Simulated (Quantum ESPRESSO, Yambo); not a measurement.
An input for Yambo 5.3.0 (ZrSe3 (P2_1/m)):

```
optics
chi
dipoles
Chimod= "HARTREE"
% QpntsRXd
 1 | 1 |
%
% BndsRnXd
 1 | 256 |
%
NGsBlkXd= 3 Ry
% EnRngeXd
 0 | 0.2 | eV
%
% DmRngeXd
 0.2 | 0.2 | eV
%
ETStpsXd= 3
% LongDrXd
 1 | 1 | 1 |
%
```

```sh
OMP_NUM_THREADS=4 mpirun -n 4 yambo -F optics2.in -J optics2 -C optics2 > optics2.log
```

The stored states that it reads are on a 2×4×2 mesh. It takes space group P2_1/m (No. 11, monoclinic). The conventional cell has a = 5.411 Å, b = 3.749 Å, c = 9.444 Å, α = 90.00°, β = 97.48°, γ = 90.00°. Zr has 8 Se at 2.72 to 2.87 Å nearest. Nearest to Se lie 4 Zr at 2.72 to 2.87 Å. Nearest to Se lie 1 Se at 2.34 Å and 2 Zr at 2.73 Å. Nearest to Se lie 1 Se at 2.34 Å and 2 Zr at 2.74 Å. Farther neighbours and most contacts between anions are not listed.

**Question.** Estimate wall time and host memory on 4 MPI ranks of Arm Neoverse V1, shared host.

It took 1.7 min; on shared hardware allow 51 s to 3.4 min. Peak host memory was 12 GiB.

[Paths, hosts, dates, memory and timing lines, banners, echoed tables and standing remarks are left out of the program output.]

[Logs are printed without paths, hosts, clocks, repeated set-up lines and the standing remarks that a program may print on its own settings, such as how far it seeks lower states.]

[Runs of the session that timed out or met a known fault of the program may be left out.]

[Hosts, paths, dates, database ids (printed as entryN), source tags and the programs' standing remarks are cut or masked in the printed files.]
